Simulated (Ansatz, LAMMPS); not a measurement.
# Glassy 63SiO2-22Al2O3-15ZnO (mol %) (89 atoms) under strain, part 2 of 4

How stiff is glassy 63SiO2-22Al2O3-15ZnO (mol %) (89 atoms), and how do its levels respond to strain?

Ansatz 0.2.0; Kohn-Sham DFT, RPBE, PAW (set soft_1), plane waves.

The cell: 17 Si, 12 Al, 4 Zn and 56 O. The quench rate of 20 K/ps is many orders above laboratory rates. The starting topology of bonds comes from the classical model. Only the Γ point is sampled.

So far. Step 2 (Single point at the start): The r.m.s. force at the start is 0.80 eV/Å.

## Step 3: Cell and atoms relaxed

The cell is relaxed with the atoms, since the starting lattice needn't suit this functional.

File input.yaml:

```yaml
crystal:
  lattice:
    - [10.35762, 0.0, 0.0]
    - [0.0, 10.35762, 0.0]
    - [0.0, 0.0, 10.35762]
  atoms:
    [... the 89 atom lines of step 2 ...]
kpoints:
  mp_grid: { grid: [1, 1, 1] }
hamiltonian:
  xc: rpbe
  pseudopotentials: { kind: paw, azcp: { folder: soft_1 } }
scf:
  occupations: { method: fixed }
output:
  forces: true
relax:
  f_tol: 0.05
  max_steps: 150
  cell: {}
```

Run with:

```console
$ ansatz run input.yaml --threads 4 --pin off --max-ram 8192MiB --backend cpu --events-out ev --progress --plain --runs-dir out
```

Numbers of over 12 decimals in the logs are rounded to 6 here.

The log of the run:

```text
[...]
Crystal: 89 atoms, lattice volume = 1111.168 Å³
Basis set: ecut = 420 eV, 21823 PW (Γ), exchange–correlation on 144×144×144 points (8 copies of the dense FFT grid, shifted against one another)
Bands: 333, of which v1, the nominal top of the filled ones, is band 244 counted from 1 (243 counted from 0)
Symmetry: 1 space group operations
[...]
k-points: 1
[...]
SCF iter   1: F=—  HF=-62659.430713 eV  |F-HF|=—  |Δ(HF+E_count)|=         —  Δρ=1.35e-1  dr2=1.88e2  ethr=3.10e-3  ⟨swp⟩=5.0  Hψ=1081  notcnv=0  defer=87
[...]
SCF iter   5: F=—  HF=-62605.403336 eV  |F-HF|=—  |Δ(HF+E_count)|=   6.42e-2  Δρ=2.17e-3  dr2=5.44e-2  ethr=1.35e-4  ⟨swp⟩=3.0  Hψ=510  notcnv=0  defer=72
[...]
SCF iter  12: F=—  HF=-62605.459642 eV  |F-HF|=—  |Δ(HF+E_count)|=   4.93e-7  Δρ=5.83e-6  dr2=3.12e-7  ethr=5.34e-10  ⟨swp⟩=2.0  Hψ=462  notcnv=0  defer=72
SCF iter  13: F=-62605.459642 eV  HF=-62605.459642 eV  |F-HF|=3.86e-9  |Δ(HF+E_count)|=   4.35e-8  Δρ=2.39e-6  dr2=5.96e-8  ethr=2.05e-11  ⟨swp⟩=4.0  Hψ=998  notcnv=0
SCF 1 converged in 13 iterations: F = -62605.459642 eV  dr2 = 5.96e-8
[...]
relax step   1: F+E_penalty+E_count = -62605.45964236 eV  Δ(F+E_penalty+E_count) = +0.000e0 eV  max|allowed force component| = 3.050e0 eV/Å  Δτ_max = 0.0000 Å  P = +11.359 GPa  Ω = 1111.168 Å³  (13 SCF iters, dr2 threshold 1.00e-7 eV, accepted)
[... from here on, the SCF cycles and remarks between the steps are left out ...]
relax step   2: F+E_penalty+E_count = -62608.68120808 eV  Δ(F+E_penalty+E_count) = -3.222e0 eV  max|allowed force component| = 1.983e0 eV/Å  Δτ_max = 0.1171 Å  P = +5.453 GPa  Ω = 1158.892 Å³  energy of the carried Pulay correction = -8.649e-2 eV  (8 SCF iters, dr2 threshold 8.90e-6 eV, accepted)
relax step   3: F+E_penalty+E_count = -62610.51442280 eV  Δ(F+E_penalty+E_count) = -1.833e0 eV  max|allowed force component| = 5.906e-1 eV/Å  Δτ_max = 0.1974 Å  P = +0.143 GPa  Ω = 1200.359 Å³  energy of the carried Pulay correction = -1.587e-1 eV  (8 SCF iters, dr2 threshold 8.90e-6 eV, accepted)
relax step   4: F+E_penalty+E_count = -62610.96538667 eV  Δ(F+E_penalty+E_count) = -4.510e-1 eV  max|allowed force component| = 5.526e-1 eV/Å  Δτ_max = 0.1990 Å  P = -0.542 GPa  Ω = 1209.895 Å³  energy of the carried Pulay correction = -1.750e-1 eV  (8 SCF iters, dr2 threshold 8.90e-6 eV, accepted)
relax step   5: F+E_penalty+E_count = -62611.28605129 eV  Δ(F+E_penalty+E_count) = -3.207e-1 eV  max|allowed force component| = 4.001e-1 eV/Å  Δτ_max = 0.1984 Å  P = -0.402 GPa  Ω = 1211.837 Å³  energy of the carried Pulay correction = -1.783e-1 eV  (7 SCF iters, dr2 threshold 8.90e-6 eV, accepted)
relax step   6: F+E_penalty+E_count = -62611.48991376 eV  Δ(F+E_penalty+E_count) = -2.039e-1 eV  max|allowed force component| = 3.842e-1 eV/Å  Δτ_max = 0.2000 Å  P = -0.481 GPa  Ω = 1220.152 Å³  energy of the carried Pulay correction = -1.923e-1 eV  (8 SCF iters, dr2 threshold 8.90e-6 eV, accepted)
relax step   7: F+E_penalty+E_count = -62611.61166329 eV  Δ(F+E_penalty+E_count) = -1.217e-1 eV  max|allowed force component| = 5.858e-1 eV/Å  Δτ_max = 0.1958 Å  P = -0.051 GPa  Ω = 1219.799 Å³  energy of the carried Pulay correction = -1.917e-1 eV  (8 SCF iters, dr2 threshold 8.90e-6 eV, accepted)
relax step   8: F+E_penalty+E_count = -62611.62497451 eV  Δ(F+E_penalty+E_count) = -1.331e-2 eV  max|allowed force component| = 7.269e-1 eV/Å  Δτ_max = 0.2000 Å  P = -0.031 GPa  Ω = 1233.173 Å³  energy of the carried Pulay correction = -2.141e-1 eV  (8 SCF iters, dr2 threshold 8.90e-6 eV, accepted)
relax step   9: F+E_penalty+E_count = -62611.72631398 eV  Δ(F+E_penalty+E_count) = -1.013e-1 eV  max|allowed force component| = 6.316e-1 eV/Å  Δτ_max = 0.1050 Å  P = +0.104 GPa  Ω = 1230.735 Å³  energy of the carried Pulay correction = -2.101e-1 eV  (7 SCF iters, dr2 threshold 8.90e-6 eV, accepted)
relax step  10: F+E_penalty+E_count = -62611.79489501 eV  Δ(F+E_penalty+E_count) = -6.858e-2 eV  max|allowed force component| = 2.695e-1 eV/Å  Δτ_max = 0.2000 Å  P = -0.144 GPa  Ω = 1238.440 Å³  energy of the carried Pulay correction = -2.229e-1 eV  (8 SCF iters, dr2 threshold 8.90e-6 eV, accepted)
relax step  11: F+E_penalty+E_count = -62611.79454900 eV  Δ(F+E_penalty+E_count) = +3.460e-4 eV  max|allowed force component| = 6.961e-1 eV/Å  Δτ_max = 0.2000 Å  P = +0.193 GPa  Ω = 1240.854 Å³  energy of the carried Pulay correction = -2.269e-1 eV  (8 SCF iters, dr2 threshold 4.54e-6 eV, accepted)
relax step  12: F+E_penalty+E_count = -62611.83015687 eV  Δ(F+E_penalty+E_count) = -3.561e-2 eV  max|allowed force component| = 4.197e-1 eV/Å  Δτ_max = 0.2000 Å  P = -0.050 GPa  Ω = 1245.933 Å³  energy of the carried Pulay correction = -2.352e-1 eV  (8 SCF iters, dr2 threshold 8.90e-6 eV, accepted)
[...]
relax step  22: F+E_penalty+E_count = -62612.72232449 eV  Δ(F+E_penalty+E_count) = -1.900e-2 eV  max|allowed force component| = 8.750e-2 eV/Å  Δτ_max = 0.0542 Å  P = +0.006 GPa  Ω = 1275.965 Å³  energy of the carried Pulay correction = -6.240e-2 eV  (13 SCF iters, accepted)
relax step  23: F+E_penalty+E_count = -62612.72063865 eV  Δ(F+E_penalty+E_count) = +1.686e-3 eV  max|allowed force component| = 1.232e-1 eV/Å  Δτ_max = 0.0575 Å  P = +0.001 GPa  Ω = 1276.605 Å³  energy of the carried Pulay correction = -6.386e-2 eV  (8 SCF iters, dr2 threshold 4.78e-7 eV, rejected (line search))
relax step  24: F+E_penalty+E_count = -62612.72309494 eV  Δ(F+E_penalty+E_count) = -7.705e-4 eV  max|allowed force component| = 2.347e-1 eV/Å  Δτ_max = 0.0275 Å  P = -0.020 GPa  Ω = 1276.777 Å³  energy of the carried Pulay correction = -6.423e-2 eV  (11 SCF iters, accepted)
relax step  25: F+E_penalty+E_count = -62612.72446856 eV  Δ(F+E_penalty+E_count) = -1.374e-3 eV  max|allowed force component| = 1.172e-1 eV/Å  Δτ_max = 0.0500 Å  P = +0.006 GPa  Ω = 1276.971 Å³  energy of the carried Pulay correction = -6.463e-2 eV  (7 SCF iters, dr2 threshold 3.44e-6 eV, accepted)
relax step  26: F+E_penalty+E_count = -62612.72651668 eV  Δ(F+E_penalty+E_count) = -2.048e-3 eV  max|allowed force component| = 8.471e-2 eV/Å  Δτ_max = 0.0245 Å  P = +0.001 GPa  Ω = 1277.129 Å³  energy of the carried Pulay correction = -6.499e-2 eV  (6 SCF iters, dr2 threshold 8.58e-7 eV, accepted)
relax step  27: F+E_penalty+E_count = -62612.72793677 eV  Δ(F+E_penalty+E_count) = -1.420e-3 eV  max|allowed force component| = 3.876e-2 eV/Å  Δτ_max = 0.0483 Å  P = -0.003 GPa  Ω = 1277.941 Å³  energy of the carried Pulay correction = -6.677e-2 eV  (7 SCF iters, dr2 threshold 4.49e-7 eV, accepted)
relax step  28: F+E_penalty+E_count = -62612.72853685 eV  Δ(F+E_penalty+E_count) = -6.001e-4 eV  max|allowed force component| = 1.678e-1 eV/Å  Δτ_max = 0.1648 Å  P = -0.031 GPa  Ω = 1280.409 Å³  energy of the carried Pulay correction = -7.224e-2 eV  (13 SCF iters, accepted)
relax step  29: F+E_penalty+E_count = -62612.73288079 eV  Δ(F+E_penalty+E_count) = -4.344e-3 eV  max|allowed force component| = 8.885e-2 eV/Å  Δτ_max = 0.0704 Å  P = +0.018 GPa  Ω = 1278.947 Å³  energy of the carried Pulay correction = -6.900e-2 eV  (7 SCF iters, dr2 threshold 1.76e-6 eV, accepted)
relax step  30: F+E_penalty+E_count = -62612.72293562 eV  Δ(F+E_penalty+E_count) = +9.945e-3 eV  max|allowed force component| = 3.110e-1 eV/Å  Δτ_max = 0.0891 Å  P = +0.056 GPa  Ω = 1278.658 Å³  energy of the carried Pulay correction = -6.826e-2 eV  (8 SCF iters, dr2 threshold 4.93e-7 eV, rejected (line search))
relax step  31: F+E_penalty+E_count = -62612.73471466 eV  Δ(F+E_penalty+E_count) = -1.834e-3 eV  max|allowed force component| = 2.378e-2 eV/Å  Δτ_max = 0.0441 Å  P = -0.002 GPa  Ω = 1279.515 Å³  energy of the carried Pulay correction = -7.025e-2 eV  (11 SCF iters, accepted)
relax step  32: F+E_penalty+E_count = -62612.72913493 eV  Δ(F+E_penalty+E_count) = +5.580e-3 eV  max|allowed force component| = 1.354e-1 eV/Å  Δτ_max = 0.0973 Å  P = -0.005 GPa  Ω = 1280.055 Å³  energy of the carried Pulay correction = -7.143e-2 eV  (12 SCF iters, rejected (line search))
relax step  33: F+E_penalty+E_count = -62612.73507181 eV  Δ(F+E_penalty+E_count) = -3.572e-4 eV  max|allowed force component| = 2.536e-2 eV/Å  Δτ_max = 0.0445 Å  P = +0.001 GPa  Ω = 1279.921 Å³  energy of the carried Pulay correction = -7.114e-2 eV  (11 SCF iters, accepted)
relax step  34: F+E_penalty+E_count = -62612.82638976 eV  Δ(F+E_penalty+E_count) = -9.132e-2 eV  max|allowed force component| = 2.538e-2 eV/Å  Δτ_max = 0.0000 Å  P = +0.041 GPa  Ω = 1279.921 Å³  stress off target by 1.60e-1 GPa  SCF on the basis re-selected at this cell (its energy is not comparable with the rows above)  (8 SCF iters)
relax step  35: F+E_penalty+E_count = -62612.82509968 eV  Δ(F+E_penalty+E_count) = +1.290e-3 eV  max|allowed force component| = 3.964e-2 eV/Å  Δτ_max = 0.0500 Å  P = +0.012 GPa  Ω = 1281.243 Å³  energy of the carried Pulay correction = -2.141e-3 eV  (8 SCF iters, dr2 threshold 6.43e-8 eV, accepted)
relax step  36: F+E_penalty+E_count = -62612.82637015 eV  Δ(F+E_penalty+E_count) = -1.270e-3 eV  max|allowed force component| = 3.966e-2 eV/Å  Δτ_max = 0.0000 Å  P = +0.013 GPa  Ω = 1281.243 Å³  stress off target by 3.15e-2 GPa  SCF on the basis re-selected at this cell (its energy is not comparable with the rows above)  (5 SCF iters)
[...]
SCF converged after 5 iterations
Free energy (F): -62612.826370 eV
[...]
Internal energy: -62612.826370 eV  (E = F + TS)
E sigma→0 (E₀):  -62612.826370 eV
Fermi energy:    3.153169 eV
[...]
Σ components = -62612.826370   (vs F -62612.826370, Δ=0.00e0)
--- Forces (eV/Å), atoms counted from 1 ---
  atom   1  Si     0.01734108     0.00003386    -0.01944246
  atom   2  Si    -0.00381364    -0.01213224     0.03774769
  atom   3  Si    -0.01254778    -0.01035031     0.02165997
  atom   4  Si     0.00413933    -0.00638734    -0.01614522
[...]
atom  89  O     -0.00841078    -0.01362459     0.01570812
  max |Σ_I F_I| component: 6.36e-5 eV/Å
--- Stress (GPa, compression-positive) ---
        0.010947       0.000128       0.003772
        0.000129      -0.003622       0.003350
        0.003775       0.003340       0.030432
  P = ⅓ Tr σ = 0.0126 GPa (0.126 kbar)
--- Relaxed structure (33 steps of the walk, 28 accepted, 3 SCFs on fresh bases) ---
  F+E_penalty+E_count = -62612.82637015 eV   max|allowed force component| = 3.966e-2 eV/Å   (the final SCF, on the basis selected at the relaxed cell)
  cell:  # Å, volume = 1281.2427 Å³
    - [11.081297, -0.506944, 0.299491]
    - [-0.506944, 10.919551, -0.320989]
    - [0.299491, -0.320989, 10.627835]
  atoms:
    - { symbol: Si, position: [0.123773, 0.762749, 0.881460] }
    - { symbol: Si, position: [0.934001, 0.432004, 0.874793] }
    - { symbol: Si, position: [0.356943, 0.903589, 0.423644] }
    - { symbol: Si, position: [0.855744, 0.637069, 0.390659] }
[...]
- { symbol: O, position: [0.172521, 0.819392, 0.747010] }
```

Elapsed: 7.1 min, on 4 threads of Arm Neoverse V1, shared host; peak memory 1.5 GiB.

The relaxation converged after 33 steps, with a largest force component of 0.040 eV/Å.

(Continued in part 3 of 4.)

[Logs are printed without paths, hosts, clocks, repeated set-up lines and the standing remarks that a program may print on its own settings, such as how far it seeks lower states.]

[Hosts, paths, dates, database ids (printed as entryN), source tags and the programs' standing remarks are cut or masked in the printed files.]
